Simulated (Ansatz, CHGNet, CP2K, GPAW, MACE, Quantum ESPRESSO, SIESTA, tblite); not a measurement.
# Running twisted Ti2CO2 MXene bilayer, 21.79° (70 atoms) with Quantum ESPRESSO

How do the settings of Quantum ESPRESSO change the result for twisted Ti2CO2 MXene bilayer, 21.79° (70 atoms)? A plane-wave run serves as the yardstick.

Program: Quantum ESPRESSO 7.5. Level of theory: the method is named at each step. Results are calculated unless marked as measured.

### Step 1. Set-up

The cell holds 70 atoms: 14 C, 28 Ti and 28 O. Cell: a = 8.017 Å, b = 8.017 Å, c = 23.860 Å, α = 90.0°, β = 90.0°, γ = 120.0°. It derives from Ti2CO2 (Ti2CO2 MXene). Ti2CO2 MXene (a = 3.03 Å) under Ti2CO2 MXene (a = 3.03 Å), bilayer, commensurate cell of 7 unit cells a layer, twist 21.79 deg; facing planes 2.98 Å apart; 12 Å of vacuum; layers as built, displaced by a Gaussian of 0.01 Å. Then every atom was moved at random, 0.03 Å r.m.s. a Cartesian component. Regions: layer 1, 35 atoms (7 C, 14 Ti and 14 O); layer 2, 35 atoms (7 C, 14 Ti and 14 O). Vacuum lies along c.

The yardstick, on the same geometry:

```
method                                           : Kohn-Sham DFT, PBE, PAW, plane waves (Ansatz 0.2.0); cutoff 420 eV, Γ point, fermi-dirac smearing of 0.05 eV; PAW set soft_2
r.m.s. force component                           : 0.5018 eV/Å
longest force                                    : 1.989 eV/Å
gap (highest filled to lowest empty level) : 0.4857 eV
SCF cycles                                       : 12
time                                             : 22 s on 4 threads of Arm Neoverse V1, shared host
CPU time                                         : 82 s
```

### Step 2. PBE, sssp-1.3.0-efficiency, 60/480 Ry

Method: Kohn-Sham DFT, PBE, SSSP efficiency 1.3.0 pseudopotentials, plane waves.

The input, pw.in:

```
&control
  calculation = 'scf'
  pseudo_dir = './pseudo'
  outdir = './tmp'
  disk_io = 'none'
  tprnfor = .true.
/
&system
  ibrav = 0
  nat = 70
  ntyp = 3
  ecutwfc = 60
  ecutrho = 480
  nosym = .true.
  occupations = 'smearing'
  smearing = 'fd'
  degauss = 0.003675
/
&electrons
  conv_thr = 3.5e-07
  electron_maxstep = 100
  mixing_beta = 0.2
  mixing_mode = 'local-TF'
  diagonalization = 'david'
/
ATOMIC_SPECIES
C 12.011 C.upf
Ti 47.867 Ti.upf
O 15.999 O.upf
CELL_PARAMETERS angstrom
8.01660 0.00000 0.00000
-4.00830 6.94258 0.00000
0.00000 0.00000 23.86000
ATOMIC_POSITIONS crystal
C 0.99692 0.99853 0.34561
Ti 0.19151 0.24073 0.39957
Ti 0.24512 0.04854 0.28971
O 0.23859 0.04542 0.43648
O 0.19262 0.24653 0.25054
C 0.14170 0.43133 0.34537
Ti 0.33541 0.66602 0.40001
Ti 0.37964 0.47787 0.28924
O 0.38474 0.48183 0.43734
O 0.33331 0.67374 0.25100
C 0.28453 0.85909 0.34617
Ti 0.47973 0.09486 0.40007
Ti 0.52190 0.90232 0.29055
O 0.53107 0.90232 0.43589
O 0.47142 0.09282 0.25301
C 0.42427 0.28479 0.34228
Ti 0.60806 0.51709 0.40270
Ti 0.66852 0.33351 0.28932
O 0.67464 0.33957 0.43699
O 0.61727 0.52426 0.25231
C 0.56827 0.71026 0.34568
Ti 0.75812 0.94636 0.39962
Ti 0.80646 0.76705 0.28851
O 0.80257 0.75539 0.43640
O 0.76117 0.95049 0.24915
C 0.70928 0.13589 0.34305
Ti 0.90584 0.38245 0.39806
Ti 0.95627 0.19931 0.29055
O 0.95186 0.18502 0.43913
O 0.90224 0.38373 0.25139
C 0.85462 0.56075 0.34145
Ti 0.05007 0.81009 0.39749
Ti 0.09259 0.61694 0.28892
O 0.09886 0.62557 0.43728
O 0.04975 0.81477 0.25078
C 0.15046 0.71485 0.65665
Ti 0.38104 0.90403 0.70884
Ti 0.32911 0.66191 0.59893
O 0.33612 0.66998 0.74807
O 0.37446 0.89992 0.56075
C 0.99329 0.99489 0.65547
Ti 0.24087 0.19459 0.71186
Ti 0.19377 0.95676 0.59715
O 0.18564 0.95031 0.74872
O 0.24452 0.19030 0.56403
C 0.28336 0.42445 0.65446
Ti 0.52442 0.61842 0.71069
Ti 0.47805 0.37961 0.59955
O 0.47787 0.38352 0.74903
O 0.52209 0.61708 0.56177
C 0.56397 0.85882 0.65551
Ti 0.80229 0.04356 0.71123
Ti 0.76083 0.80186 0.60200
O 0.75684 0.81142 0.74802
O 0.80308 0.04497 0.56256
C 0.42240 0.13545 0.65404
[... 10 atom lines left out ...]
Ti 0.09251 0.47431 0.71174
Ti 0.05073 0.23487 0.60110
O 0.04605 0.23228 0.74825
O 0.09702 0.48121 0.56304
K_POINTS gamma
```

Launch:

```console
> OMP_NUM_THREADS=1 mpirun -np 4 pw.x -in pw.in > output.txt
```

The program printed:

```text
Program PWSCF
     gamma-point specific algorithms are used
     one sub-group per band group will be used
     scalapack distributed-memory algorithm (size of sub-group:  2*  2 procs)
     Parallelization info
     sticks:   dense  smooth     PW     G-vecs:    dense   smooth      PW
     Min        1897     947    237               397894   140677   17602
     Max        1898     950    240               397902   140714   17616
     Sum        7591    3793    955              1591593   562759   70437
     bravais-lattice index     =            0
     lattice parameter (alat)  =      15.1492  a.u.
     unit-cell volume          =    8961.4471 (a.u.)^3
     number of atoms/cell      =           70
     number of atomic types    =            3
     number of electrons       =       560.00
     number of Kohn-Sham states=          336
     kinetic-energy cutoff     =      60.0000  Ry
     charge density cutoff     =     480.0000  Ry
     scf convergence threshold =      3.5E-07
     mixing beta               =       0.2000
     number of iterations used =            8  local-TF  mixing
     Exchange-correlation= SLA  PW   PBX  PBC
                           (   1   4   3   4   0   0   0)
     crystal axes: (cart. coord. in units of alat)
               a(1) = (   1.000000   0.000000   0.000000 )
               a(2) = (  -0.500000   0.866025   0.000000 )
               a(3) = (   0.000000   0.000000   2.976324 )
     reciprocal axes: (cart. coord. in units 2 pi/alat)
               b(1) = (  1.000000  0.577350 -0.000000 )
               b(2) = (  0.000000  1.154700  0.000000 )
               b(3) = (  0.000000 -0.000000  0.335985 )
     PseudoPot. # 1 for C :
     Pseudo is Projector augmented-wave + core cor, Zval =  4.0
     PseudoPot. # 2 for Ti:
     Pseudo is Ultrasoft + core correction, Zval = 12.0
     PseudoPot. # 3 for O :
     Pseudo is Projector augmented-wave + core cor, Zval =  6.0
     atomic species   valence    mass     pseudopotential
     C                 4.00    12.01100     C ( 1.00)
     Ti               12.00    47.86700     Ti( 1.00)
     O                 6.00    15.99900     O ( 1.00)
     No symmetry found
   Cartesian axes
     number of k points=     1  Fermi-Dirac smearing, width (Ry)=  0.0037
                       cart. coord. in units 2pi/alat
        k(    1) = (   0.0000000   0.0000000   0.0000000), wk =   2.0000000
     Dense  grid:   795797 G-vectors     FFT dimensions: ( 108, 108, 320)
     Smooth grid:   281380 G-vectors     FFT dimensions: (  75,  75, 225)
     Check: negative core charge=   -0.000005
     Initial potential from superposition of free atoms
     starting charge     531.9981, renormalised to     560.0000
     negative rho (up, down):  4.104E-02 0.000E+00
     Starting wfcs are  448 randomized atomic wfcs
     Self-consistent Calculation
     iteration #  1     ecut=    60.00 Ry     beta= 0.20
     negative rho (up, down):  4.167E-02 0.000E+00
     total energy              =   -4773.76333387 Ry
     estimated scf accuracy    <      29.54779264 Ry
     iteration #  2     ecut=    60.00 Ry     beta= 0.20
     negative rho (up, down):  4.600E-02 0.000E+00
     total energy              =   -4767.11785394 Ry
     estimated scf accuracy    <      18.94662190 Ry
     iteration #  3     ecut=    60.00 Ry     beta= 0.20
     negative rho (up, down):  3.958E-02 0.000E+00
     total energy              =   -4770.16813446 Ry
     estimated scf accuracy    <       2.61769956 Ry
     iteration #  4     ecut=    60.00 Ry     beta= 0.20
     negative rho (up, down):  3.364E-02 0.000E+00
     total energy              =   -4770.31121155 Ry
     estimated scf accuracy    <       2.33508617 Ry
     iteration #  5     ecut=    60.00 Ry     beta= 0.20
     negative rho (up, down):  3.069E-02 0.000E+00
     total energy              =   -4769.98989968 Ry
     estimated scf accuracy    <       1.05236104 Ry
     iteration #  6     ecut=    60.00 Ry     beta= 0.20
[...]
total energy              =   -4770.09955866 Ry
     estimated scf accuracy    <       0.87020394 Ry
[...]
c_bands:  1 eigenvalues not converged
[...]
c_bands:  1 eigenvalues not converged
[...]
c_bands:  3 eigenvalues not converged
[...]
total energy              =   -4770.21112591 Ry
[...]
iteration # 32     ecut=    60.00 Ry     beta= 0.20
[...]
total energy              =   -4770.21112599 Ry
     estimated scf accuracy    <       0.00000057 Ry
     iteration # 33     ecut=    60.00 Ry     beta= 0.20
     negative rho (up, down):  3.397E-02 0.000E+00
     total energy              =   -4770.21112596 Ry
     estimated scf accuracy    <       0.00000044 Ry
     iteration # 34     ecut=    60.00 Ry     beta= 0.20
     negative rho (up, down):  3.398E-02 0.000E+00
     End of self-consistent calculation
          k = 0.0000 0.0000 0.0000 ( 35219 PWs)   bands (ev):
   -53.7618 -53.7558 -53.7313 -53.7174 -53.7089 -53.7068 -53.6946 -53.6937
   -53.6796 -53.6678 -53.6609 -53.6365 -53.6314 -53.6130 -53.6118 -53.6064
   -53.5931 -53.5843 -53.5762 -53.5686 -53.5672 -53.5523 -53.5323 -53.5002
   -53.4929 -53.4780 -53.4697 -53.4591 -30.2538 -30.2364 -30.2197 -30.2055
   -30.2032 -30.2014 -30.1749 -30.1578 -30.1552 -30.1340 -30.1295 -30.1187
   -30.1089 -30.1086 -30.0940 -30.0931 -30.0729 -30.0653 -30.0547 -30.0536
[...]
5.7892   5.7910   5.8053   5.8093   5.8184   5.8275   5.8535   5.8659
     5.8804   5.8851   5.9044   5.9150   5.9453   5.9468   6.1831   6.2333
     6.2627   6.2736   6.2836   6.2976   6.3177   6.3268   6.3333   6.3658
     the Fermi energy is     4.3989 ev
!    total energy              =   -4770.21112587 Ry
     estimated scf accuracy    <       0.00000020 Ry
     smearing contrib. (-TS)   =      -0.00156092 Ry
     internal energy E=F+TS    =   -4770.20956495 Ry
     The total energy is F=E-TS. E is the sum of the following terms:
     one-electron contribution =  -27329.36499808 Ry
     hartree contribution      =   13774.57936568 Ry
     xc contribution           =    -777.93816050 Ry
     ewald contribution        =    9915.49333809 Ry
     one-center paw contrib.   =    -352.97911015 Ry
     convergence has been achieved in  34 iterations
     negative rho (up, down):  3.398E-02 0.000E+00
     Forces acting on atoms (cartesian axes, Ry/au):
     atom    1 type  1   force =    -0.00345122    0.00640644   -0.02002831
     atom    2 type  2   force =    -0.01645644   -0.04555266   -0.02357181
     atom    3 type  2   force =    -0.02722721    0.00826059    0.00816095
     atom    4 type  3   force =    -0.00172110    0.00809043    0.01657843
     atom    5 type  3   force =    -0.00841849   -0.01517199    0.00751619
     atom    6 type  1   force =     0.00446982   -0.01730557   -0.01157971
[...]
atom   68 type  2   force =    -0.03141613   -0.00038506    0.02109918
     atom   69 type  3   force =    -0.01235813    0.01111847    0.01529555
     atom   70 type  3   force =    -0.00888732   -0.01781627   -0.01238852
     Total force =     0.281818     Total SCF correction =     0.002093
     Message from routine punch:
     Nothing written, as per user request (disk_io='none')
```

It took 9.5 min on 4 MPI ranks of Arm Neoverse V1, shared host; peak memory 4.5 GiB.

Banners, paths, timers and routine set-up lines are dropped from the logs unmarked, and long logs keep their key lines alone; longer cuts are marked.

Compared with the plane-wave run:

```yaml
r_m_s_force_component: 0.5 eV/Å
r_m_s_difference_of_force_components: 4.279 meV/Å
longest_difference_of_force_vectors: 10.76 meV/Å
force_difference_over_r_m_s_force: 0.8527 %
slope_of_forces_against_the_reference_s: 0.9965
correlation_of_force_components: 1
spacing_of_highest_filled_and_lowest_empty_level: 0.4847 eV
gap_difference: -0.001 eV
```

Length of the force difference by element (eV/Å):

| element | atoms | mean | most |
| --- | --- | --- | --- |
| C | 14 | 0.0017 | 0.0032 |
| O | 28 | 0.0076 | 0.011 |
| Ti | 28 | 0.0086 | 0.010 |

Levels nearest the highest filled one (eV from it): -2.05, -2.02, -2.02, -1.98, -1.96, -1.90, -1.29, -1.03, -0.10, -0.08, -0.05, 0.00, 0.48, 0.50, 0.54, 0.55, 0.61, 0.64, 0.65, 0.66, 0.69, 0.73, 0.75, 0.76.

The surroundings of Ti3, picked at random, nearest first, numbered as they follow in the input and with coordinates relative to it.

| atom | x | y | z | distance (Å) | bonds | Fx | Fy | Fz (eV/Å) |
| --- | --- | --- | --- | --- | --- | --- | --- | --- |
| Ti3 | 0.00 | 0.00 | 0.00 | 0.00 | 6 | -0.70 | 0.21 | 0.21 |
| O15 | 1.64 | 0.31 | -0.88 | 1.88 | 3 | 0.24 | -0.29 | -0.88 |
| O35 | -0.63 | -1.62 | -0.93 | 1.97 | 3 | -0.05 | -0.35 | 0.12 |
| O5 | -1.21 | 1.37 | -0.93 | 2.06 | 3 | -0.22 | -0.39 | 0.19 |
| C16 | 0.49 | 1.64 | 1.25 | 2.12 | 6 | 0.03 | 0.05 | 1.20 |
| C11 | 1.08 | -1.32 | 1.35 | 2.17 | 6 | 0.17 | -0.07 | -0.52 |
| C1 | -1.79 | -0.35 | 1.33 | 2.26 | 6 | -0.09 | 0.16 | -0.51 |
| Ti13 | 2.80 | -1.02 | 0.02 | 2.98 | 6 | 0.40 | 0.47 | 0.20 |
| Ti18 | 2.25 | 1.98 | -0.01 | 3.00 | 6 | -0.28 | 0.61 | 0.69 |

Forces lie 0.85 % from the reference's, at 28 times its CPU time.

### Step 3. PBE, sssp-1.3.0-efficiency, 30/240 Ry

Method: Kohn-Sham DFT, PBE, SSSP efficiency 1.3.0 pseudopotentials, plane waves.

pw.in, as its differences from that of step 2:

```diff
@@ -11,4 +11,4 @@
   ntyp = 3
-  ecutwfc = 60
-  ecutrho = 480
+  ecutwfc = 30
+  ecutrho = 240
   nosym = .true.
```

Launch:

```console
> OMP_NUM_THREADS=1 mpirun -np 2 pw.x -in pw.in > output.txt
```

The program printed:

```text
[banner, memory and clock lines left out]
Program PWSCF
     gamma-point specific algorithms are used
     bravais-lattice index     =            0
     lattice parameter (alat)  =      15.1492  a.u.
     unit-cell volume          =    8961.4471 (a.u.)^3
[... lines left out ...]
     scf convergence threshold =      3.5E-07
[... lines left out ...]
     number of k points=     1  Fermi-Dirac smearing, width (Ry)=  0.0037
[... lines left out ...]
     total energy              =   -4772.01717290 Ry
[... lines left out ...]
     total energy              =   -4765.50450864 Ry
[... lines left out ...]
     total energy              =   -4768.39302839 Ry
[... lines left out ...]
     c_bands:  1 eigenvalues not converged
[... lines left out ...]
     total energy              =   -4768.35046922 Ry
[... lines left out ...]
     total energy              =   -4768.35046912 Ry
[... lines left out ...]
     5.8921   5.8990   5.9188   5.9268   5.9567   5.9580   6.1993   6.2494
     6.2775   6.2880   6.2968   6.3213   6.3395   6.3451   6.3779   6.4077
     the Fermi energy is     4.4203 ev
!    total energy              =   -4768.35046923 Ry
     estimated scf accuracy    <       0.00000008 Ry
     smearing contrib. (-TS)   =      -0.00178800 Ry
     internal energy E=F+TS    =   -4768.34868123 Ry
     The total energy is F=E-TS. E is the sum of the following terms:
     one-electron contribution =  -27326.03542580 Ry
     hartree contribution      =   13772.97603848 Ry
     xc contribution           =    -777.60135242 Ry
     ewald contribution        =    9915.49333809 Ry
     one-center paw contrib.   =    -353.18127959 Ry
     convergence has been achieved in  35 iterations
     negative rho (up, down):  4.353E-02 0.000E+00
     Forces acting on atoms (cartesian axes, Ry/au):
     atom    1 type  1   force =    -0.00330066    0.00641511   -0.02080930
     atom    2 type  2   force =    -0.01600674   -0.04498967   -0.02514722
     atom    3 type  2   force =    -0.02814860    0.00896886    0.00993687
[...]
atom   69 type  3   force =    -0.01269641    0.01059172    0.01621913
     atom   70 type  3   force =    -0.00997097   -0.01850330   -0.01320030
     Total force =     0.289343     Total SCF correction =     0.000765
     Message from routine punch:
     Nothing written, as per user request (disk_io='none')
```

Run time: 7.1 min. Hardware: 2 MPI ranks; peak memory 1.5 GiB; 14 min of CPU time.

Numbers from this run, and their distance from the reference:

```yaml
r_m_s_force_component: 0.5134 eV/Å
r_m_s_difference_of_force_components: 19.78 meV/Å
longest_difference_of_force_vectors: 68.7 meV/Å
force_difference_over_r_m_s_force: 3.942 %
slope_of_forces_against_the_reference_s: 1.023
correlation_of_force_components: 0.9995
spacing_of_highest_filled_and_lowest_empty_level: 0.4672 eV
gap_difference: -0.0185 eV
energy_less_the_same_level_run_s: 361.7 meV/atom
r_m_s_force_difference_from_the_same_level_run: 23.12 meV/Å
```

This is a coarse setting, run to see what it loses.

Against the first run (0.85 %), the force difference from the reference is 3.9 %, at 0.37 times the CPU time (on 2 against 4 cores): the cutoff matters here.

### Step 4. The ladder

Differences are against the plane-wave reference, forces as r.m.s. over components; share is that over the reference's r.m.s. force, slope the least-squares factor from reference forces to these. Total energies of different programs have different zeros and aren't compared.

| run | Δ force, r.m.s. (meV/Å) | share (%) | slope | Δ gap (eV) | cores | CPU time | memory (GiB) |
| --- | --- | --- | --- | --- | --- | --- | --- |
| reference | - | - | - | - | 4 | 82 s | 1.6 |
| QE PBE, sssp-1.3.0-efficiency, 60/480 Ry | 4.28 | 0.853 | 0.997 | -0.001 | 4 | 38 min | 4.5 |
| QE PBE, sssp-1.3.0-efficiency, 30/240 Ry (coarse) | 19.8 | 3.94 | 1.023 | -0.0185 | 2 | 14 min | 1.5 |

Rows marked coarse were listed beforehand as settings not expected to be converged; some can still land near the reference.

CPU time is summed over cores on a shared host, where runs went side by side, so it is rough. Symmetry, cutoffs, thresholds, outputs and thread counts weren't matched or tuned between programs; memory under MPI is the largest rank's times the ranks.

Within one program, basis, potentials and functional, energies share a zero. Each run against its twin at the usual cutoff or grid and solver:

| run | twin | Δ energy (meV/atom) | Δ force, r.m.s. (meV/Å) | CPU time over the twin's |
| --- | --- | --- | --- | --- |
| QE PBE, sssp-1.3.0-efficiency, 30/240 Ry | sssp-1.3.0-efficiency, 60/480 Ry | 362 | 23.1 | 0.37 (this twin ran on 4 cores) |

### Step 5. What came out

| Quantity | Value |
| --- | --- |
| nearest in forces | QE PBE, sssp-1.3.0-efficiency, 60/480 Ry, 0.85 % |
| its CPU time | 38 min |

**Reading.** PBE on plane waves or a grid with other potentials, cutoffs or grids, coarse settings apart, differs from the reference by 0.85 % (QE PBE, sssp-1.3.0-efficiency, 60/480 Ry) of the r.m.s. force; this holds the reference's own error, so differences of a few per cent don't tell which side is nearer the exact PBE result (QE's 60 Ry are 816 eV, against the reference's 420 eV). Runs with settings chosen to be coarse differ by 3.9 % (QE PBE, sssp-1.3.0-efficiency, 30/240 Ry), their programs' other errors included. None of the electronic-structure runs in the table takes under half the reference's CPU time of 82 s; they take 10 to 28 times as much. At the same functional, gaps differ from the reference's 0.486 eV by between -0.02 and -0.00 eV. These are spacings on the run's k-points, which needn't hold the band edges. The reference's PBE has no dispersion term, which matters for the binding between molecules or layers. The runs have no spin polarisation, so moments on Ti can't form, and no Hubbard term. The electronic-structure runs sample only Γ, in a cell whose shortest periodic width is 7 Å.

[Also dropped from logs without a mark: logging warnings of Python, and SIESTA's first energy breakdown and zero terms.]

[Logs are printed without paths, hosts, clocks, repeated set-up lines and the standing remarks that a program may print on its own settings, such as how far it seeks lower states.]

[Hosts, paths, dates, database ids (printed as entryN), source tags and the programs' standing remarks are cut or masked in the printed files.]
